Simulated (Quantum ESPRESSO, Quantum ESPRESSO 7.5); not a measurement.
# Work function and surface energy of Rh(111) against thickness

Aim: how the work function and the surface energy of Rh(111) settle with the number of layers.

Main program and level: Quantum ESPRESSO 7.5; plane-wave DFT, PBE, GBRV ultrasoft pseudopotentials.

The experiments to compare with:

“Anisotropic work function of elemental crystals” (2019, arxiv:1902.07811) quotes from earlier work for Rh (clean (111) face): work function (clean (111) face) 5.46 eV.

## 1. The starting structure

The cell holds 8 atoms: 8 Rh. Cell: a = 2.687 Å, b = 2.687 Å, c = 30.358 Å, α = 90.0°, β = 90.0°, γ = 60.0°. It derives from Rh. Vacuum lies along c.

As a file:

```xyz
8
Lattice="2.6870 0.0000 0.0000 1.3435 2.3270 0.0000 0.0000 0.0000 30.3575" Properties=species:S:1:pos:R:3
Rh    2.6870    1.5513    7.5000
Rh    0.0000    0.0000    9.6939
Rh    1.3435    0.7757   11.8879
Rh    2.6870    1.5513   14.0818
Rh    0.0000    0.0000   16.2757
Rh    1.3435    0.7757   18.4697
Rh    2.6870    1.5513   20.6636
Rh    0.0000    0.0000   22.8575
```

## 2. The script

ASE writes the inputs, starts pw.x and reads the results. Under ESM bc1 the zero of energy of a symmetric slab is the vacuum, so the work function is minus the Fermi level.

run.py reads:

```python
import json
import numpy as np
from ase.build import fcc111
from ase.calculators.espresso import Espresso, EspressoProfile

profile = EspressoProfile(command='mpirun -n 4 pw.x -nk 4', pseudo_dir='../pseudo')
pseudopotentials = {'Rh': 'rh_pbe_v1.4.uspp.F.UPF'}
system = {'ecutwfc': 40, 'ecutrho': 200, 'occupations': 'smearing', 'smearing': 'mv', 'degauss': 0.02}


def calculator(name, kpts, **extra):
    data = dict(control=dict(tprnfor=True, verbosity='high', disk_io='none'),
                system=system | extra,
                electrons=dict(conv_thr=1e-07, mixing_beta=0.4, mixing_mode='local-TF',
                               electron_maxstep=100))
    return Espresso(profile=profile, directory=name, pseudopotentials=pseudopotentials, kpts=kpts, input_data=data)


def centre(atoms):
    z = atoms.positions[:, 2]
    atoms.positions[:, 2] -= (z.max() + z.min()) / 2  # ESM wants the slab about z = 0
    return atoms


rows = []
for n in [3, 4, 5, 6, 7, 8]:
    slab = centre(fcc111('Rh', size=(1, 1, n), a=3.8, vacuum=7.5, periodic=True))
    slab.set_initial_magnetic_moments([0.0] * n)
    slab.calc = calculator(f'n{n}', (12, 12, 1), assume_isolated='esm', esm_bc='bc1')
    energy = slab.get_potential_energy()
    work = -slab.calc.get_fermi_level()
    force = slab.get_forces()[-1, 2]
    rows.append([n, energy, work, force])
    print(f'{n} layers: E = {energy:.5f} eV, work function {work:.3f} eV, force on the top atom {force:+.3f} eV/A')

n, energy = np.array(rows)[:, :2].T
slope, offset = np.polyfit(n[1:], energy[1:], 1)
area = np.linalg.norm(np.cross(*slab.cell[:2]))
gamma = offset / (2 * area) * 16.0218
print(f'bulk energy from the slope {slope:.5f} eV an atom; unrelaxed surface energy {gamma:.3f} J/m^2')
json.dump(dict(rows=rows, slope=slope, gamma=gamma), open('result.json', 'w'))
```

The run is started by

```
$ OMP_NUM_THREADS=1 python run.py
```

The log of the run:

```text
3 layers: E = -6986.32363 eV, work function 5.126 eV, force on the top atom -0.212 eV/A
4 layers: E = -9315.62663 eV, work function 5.172 eV, force on the top atom -0.048 eV/A
5 layers: E = -11644.92526 eV, work function 5.170 eV, force on the top atom -0.040 eV/A
6 layers: E = -13974.23737 eV, work function 5.163 eV, force on the top atom -0.079 eV/A
7 layers: E = -16303.52393 eV, work function 5.172 eV, force on the top atom -0.060 eV/A
8 layers: E = -18632.83019 eV, work function 5.175 eV, force on the top atom -0.067 eV/A
bulk energy from the slope -2329.30058 eV an atom; unrelaxed surface energy 2.018 J/m^2
```

Wall time 7.9 min (4 MPI ranks of Arm Neoverse V2, shared host); peak memory 0.85 GiB.

The input that ASE wrote for the first run, and its log:

```
&CONTROL
   verbosity        = 'high'
   tprnfor          = .true.
   disk_io          = 'none'
   pseudo_dir       = '../pseudo'
/
&SYSTEM
   ecutwfc          = 40
   ecutrho          = 200
   occupations      = 'smearing'
   degauss          = 0.02
   smearing         = 'mv'
   assume_isolated  = 'esm'
   esm_bc           = 'bc1'
   ntyp             = 1
   nat              = 3
   ibrav            = 0
/
&ELECTRONS
   electron_maxstep = 100
   conv_thr         = 1e-07
   mixing_mode      = 'local-TF'
   mixing_beta      = 0.4
/
&IONS
/
&CELL
/
&FCP
/
&RISM
/
ATOMIC_SPECIES
Rh 102.9055 rh_pbe_v1.4.uspp.F.UPF

K_POINTS automatic
12 12 1  0 0 0

CELL_PARAMETERS angstrom
2.68700576850888 0.00000000000000 0.00000000000000
1.34350288425444 2.32701525564402 0.00000000000000
0.00000000000000 0.00000000000000 19.38786204584115

ATOMIC_POSITIONS angstrom
Rh 1.3435028843 0.7756717519 -2.1939310229  
Rh 0.0000000000 1.5513435038 0.0000000000  
Rh 0.0000000000 0.0000000000 2.1939310229
```

```text
Program PWSCF v.7.5 starts
[citation notice left out]

     Parallel version (MPI & OpenMP), running on       4 processor cores
     Number of MPI processes:                 4
     Threads/MPI process:                     1

     MPI processes distributed on     1 nodes
[... 1 line left out ...]

Warning: card &CELL ignored
Warning: card &FCP ignored
Warning: card &RISM ignored

     Current dimensions of program PWSCF are:
     Max number of different atomic species (ntypx) = 10
     Max number of k-points (npk) =  40000
     Max angular momentum in pseudopotentials (lmaxx) =  4
     Message from routine setup:
     using ibrav=0 with symmetry is DISCOURAGED, use correct ibrav instead

     K-points division:     npool     =       4
     Subspace diagonalization in iterative solution of the eigenvalue problem:
     a serial algorithm will be used

     G-vector sticks info
     --------------------
     sticks:   dense  smooth     PW     G-vecs:    dense   smooth      PW
     Sum         361     283     91                39237    27957    5263

     Using Slab Decomposition

     bravais-lattice index     =            0
     lattice parameter (alat)  =       5.0777  a.u.
     unit-cell volume          =     818.0773 (a.u.)^3
     number of atoms/cell      =            3
     number of atomic types    =            1
     number of electrons       =        45.00
     number of Kohn-Sham states=           28
     kinetic-energy cutoff     =      40.0000  Ry
     charge density cutoff     =     200.0000  Ry
     scf convergence threshold =      1.0E-07
     mixing beta               =       0.4000
     number of iterations used =            8  local-TF  mixing
     Exchange-correlation=  SLA  PW   PBX  PBC
                           (   1   4   3   4   0   0   0)

     Effective Screening Medium Method
     =================================
     Boundary Conditions: Vacuum-Slab-Vacuum
     total charge in unit cell        =   0.0000
     grid points for fit at edges     =        4

[... 10 lines left out ...]
     PseudoPot. # 1 for Rh read from file:
     ../pseudo/rh_pbe_v1.4.uspp.F.UPF
     Pseudo is Ultrasoft + core correction, Zval = 15.0
     Generated by new atomic code, or converted to UPF format
     Using radial grid of  969 points,  7 beta functions with:
                l(1) =   0
                l(2) =   0
                l(3) =   1
                l(4) =   1
                l(5) =   2
                l(6) =   2
                l(7) =   2
     Q(r) pseudized with  8 coefficients,  rinner =    1.200   1.200   1.200
                                                       1.200   1.200

     atomic species   valence    mass     pseudopotential
     Rh               15.00   102.90550     Rh( 1.00)

     12 Sym. Ops., with inversion, found ( 6 have fractional translation)

                                    s                        frac. trans.

[... 500 lines left out ...]
    -7.7332  -7.7082  -7.4895  -7.4895  -6.0405  -6.0405  -5.4451  -5.4213
    -5.4213  -4.7317  -4.7317  -4.0903

     occupation numbers
     1.0000   1.0000   1.0000   1.0000   1.0000   1.0000   1.0000   1.0000
     1.0000   1.0000   1.0000   1.0000   1.0000   1.0000   1.0000   1.0000
     1.0000   1.0000   1.0000   1.0000   1.0003   1.0003   1.0663   1.0497
     1.0497   0.0050   0.0050   0.0000

[... 180 lines left out ...]

     the Fermi energy is    -5.1256 ev

!    total energy              =    -513.48536096 Ry
     estimated scf accuracy    <       0.00000003 Ry
     smearing contrib. (-TS)   =      -0.00172742 Ry
     internal energy E=F+TS    =    -513.48363354 Ry

     The total energy is F=E-TS. E is the sum of the following terms:
     one-electron contribution =    4480.40993225 Ry
     hartree contribution      =   -2242.74445842 Ry
     xc contribution           =     -89.68845367 Ry
     ewald contribution        =   -2661.46065371 Ry

     convergence has been achieved in  20 iterations

     negative rho (up, down):  1.820E-01 0.000E+00

     Forces acting on atoms (cartesian axes, Ry/au):

     atom    1 type  1   force =     0.00000000    0.00000000    0.00823989
     atom    2 type  1   force =    -0.00000000   -0.00000000    0.00000000
     atom    3 type  1   force =     0.00000000    0.00000000   -0.00823989
     The non-local contrib.  to forces
     atom    1 type  1   force =     0.00000000    0.00000000   -0.10916637
     atom    2 type  1   force =     0.00000000    0.00000000    0.00000000
     atom    3 type  1   force =     0.00000000    0.00000000    0.10916637
     The ionic contribution  to forces
     atom    1 type  1   force =    -0.00000000    0.00000000 -252.25919455
     atom    2 type  1   force =     0.00000000   -0.00000000    0.00000000
     atom    3 type  1   force =     0.00000000    0.00000000  252.25919455
     The local contribution  to forces
     atom    1 type  1   force =    -0.00000000   -0.00000000  252.37322351
     atom    2 type  1   force =     0.00000000   -0.00000000   -0.00000042
     atom    3 type  1   force =     0.00000000    0.00000000 -252.37322434
     The core correction contribution to forces
     atom    1 type  1   force =     0.00000000    0.00000000    0.00358694
     atom    2 type  1   force =    -0.00000000    0.00000000    0.00000000
     atom    3 type  1   force =    -0.00000000   -0.00000000   -0.00358694
     The Hubbard contrib.    to forces
     atom    1 type  1   force =     0.00000000    0.00000000    0.00000000
     atom    2 type  1   force =     0.00000000    0.00000000    0.00000000
     atom    3 type  1   force =     0.00000000    0.00000000    0.00000000
     The SCF correction term to forces
     atom    1 type  1   force =     0.00000000   -0.00000000   -0.00021005
     atom    2 type  1   force =     0.00000000   -0.00000000   -0.00000000
     atom    3 type  1   force =     0.00000000    0.00000000    0.00021005

     Total force =     0.011653     Total SCF correction =     0.000297
     Message from routine punch:
     Nothing written, as per user request (disk_io='none')

[... 1 line left out ...]

[... 1 line left out ...]

[... 1 line left out ...]

[... 3 lines left out ...]

[... 1 line left out ...]

[... 2 lines left out ...]

[... 1 line left out ...]

[... 1 line left out ...]

=------------------------------------------------------------------------------=
   JOB DONE.
=------------------------------------------------------------------------------=
```

Numbers from this step:

```
surface energy                     : 2.018 J/m²
work function of the thickest slab : 5.175 eV
```

The work function by layers:

```tsv
layers	work function (eV)
3.00	5.13
4.00	5.17
5.00	5.17
6.00	5.16
7.00	5.17
8.00	5.18
```

Force on the top atom along the normal against layers:

```tsv
layers	force on the top atom along the normal (eV/Å)
3.00	-0.212
4.00	-0.0483
5.00	-0.0400
6.00	-0.0791
7.00	-0.0602
8.00	-0.0673
```

The energy less the bulk line's slope by layers:

```tsv
layers	energy less the bulk line's slope (meV)
3.00	1578
4.00	1576
5.00	1578
6.00	1566
7.00	1580
8.00	1574
```

## 3. Running the series: PBE, SG15 norm-conserving

Level of this step: plane-wave DFT, PBE, SG15 norm-conserving pseudopotentials (Quantum ESPRESSO 7.5).

run.py is the input of step 2 with these lines changed:

```diff
@@ -6,4 +6,4 @@
 profile = EspressoProfile(command='mpirun -n 4 pw.x -nk 4', pseudo_dir='../pseudo')
-pseudopotentials = {'Rh': 'rh_pbe_v1.4.uspp.F.UPF'}
-system = {'ecutwfc': 40, 'ecutrho': 200, 'occupations': 'smearing', 'smearing': 'mv', 'degauss': 0.02}
+pseudopotentials = {'Rh': 'Rh_ONCV_PBE-1.2.upf'}
+system = {'ecutwfc': 60, 'ecutrho': 240, 'occupations': 'smearing', 'smearing': 'mv', 'degauss': 0.02}
```

The run is started by

```
$ OMP_NUM_THREADS=1 python run.py
```

The log of the run:

```text
3 layers: E = -8860.13582 eV, work function 5.120 eV, force on the top atom -0.224 eV/A
4 layers: E = -11814.03930 eV, work function 5.160 eV, force on the top atom -0.049 eV/A
5 layers: E = -14767.93887 eV, work function 5.164 eV, force on the top atom -0.056 eV/A
6 layers: E = -17721.85274 eV, work function 5.157 eV, force on the top atom -0.077 eV/A
7 layers: E = -20675.74017 eV, work function 5.165 eV, force on the top atom -0.061 eV/A
8 layers: E = -23629.64673 eV, work function 5.167 eV, force on the top atom -0.074 eV/A
bulk energy from the slope -2953.90162 eV an atom; unrelaxed surface energy 2.007 J/m^2
```

It took 18 min on 4 MPI ranks; peak memory 1 GiB; 73 min of CPU time.

Numbers from this step:

| Quantity | Value |
| --- | --- |
| surface energy | 2.007 J/m² |
| work function of the thickest slab | 5.167 eV |

Work function against layers:

```tsv
layers	work function (eV)
3.00	5.12
4.00	5.16
5.00	5.16
6.00	5.16
7.00	5.16
8.00	5.17
```

Table of force on the top atom along the normal by layers:

```tsv
layers	force on the top atom along the normal (eV/Å)
3.00	-0.224
4.00	-0.0495
5.00	-0.0559
6.00	-0.0773
7.00	-0.0606
8.00	-0.0738
```

Energy less the bulk line's slope against layers:

```tsv
layers	energy less the bulk line's slope (meV)
3.00	1569
4.00	1567
5.00	1569
6.00	1557
7.00	1571
8.00	1566
```

## 4. By hand

γ = (E_N − N e_bulk)/(2A). The excess of the thickest slab is 1.574 eV and A = 6.253 Å²: 1.574/(2 × 6.253) × 16.02 = 2.02 J/m² (1 eV/Å² = 16.02 J/m²); the fit's intercept gives 2.02.

## 5. What came out

| Property | Result |
| --- | --- |
| work function of the thickest slab, PBE, GBRV ultrasoft | 5.18 eV |
| unrelaxed surface energy, PBE, GBRV ultrasoft | 2.02 J/m² |
| work function of the thickest slab, PBE, SG15 norm-conserving | 5.17 eV |
| unrelaxed surface energy, PBE, SG15 norm-conserving | 2.01 J/m² |

What this shows: The thickest slab gives a work function of 5.18 eV and the series an unrelaxed surface energy of 2.02 J/m² (PBE, GBRV ultrasoft). The work function swings by 0.05 eV over 3 to 8 layers and by 0.00 eV over the last step; confined states crossing the Fermi level and the finite mesh both contribute. From 3 layers on it stays within 0.1 eV. The force on the top atom of the thickest slab points inwards (0.07 eV/Å). The slabs are cut from the bulk at the tabulated lattice constant and not relaxed; the surface energy comes from a straight line through the energies of all but the thinnest slab.

Computed beside measured:

```
                             quantity  measured        PBE, GBRV        PBE, SG15
work function (clean (111) face) (eV)      5.46  5.18 (-0.28 eV)  5.17 (-0.29 eV)
```

Measured values from arxiv:1902.07811 (2019).

**Verdict.** The grades are ours: good and fair within 3 and 7 % for the work function. Other measurements of the same face can differ from the value quoted by 0.1 to 0.2 eV.

[Logs are printed without paths, hosts, clocks, repeated set-up lines and the standing remarks that a program may print on its own settings, such as how far it seeks lower states.]

[Hosts, paths, dates, database ids (printed as entryN), source tags and the programs' standing remarks are cut or masked in the printed files.]

[Maps of the electrostatic potential energy from Ansatz leave out the sawtooth potential of an applied field or a dipole correction, so their vacuum need not be flat; planar profiles and work functions include it.]
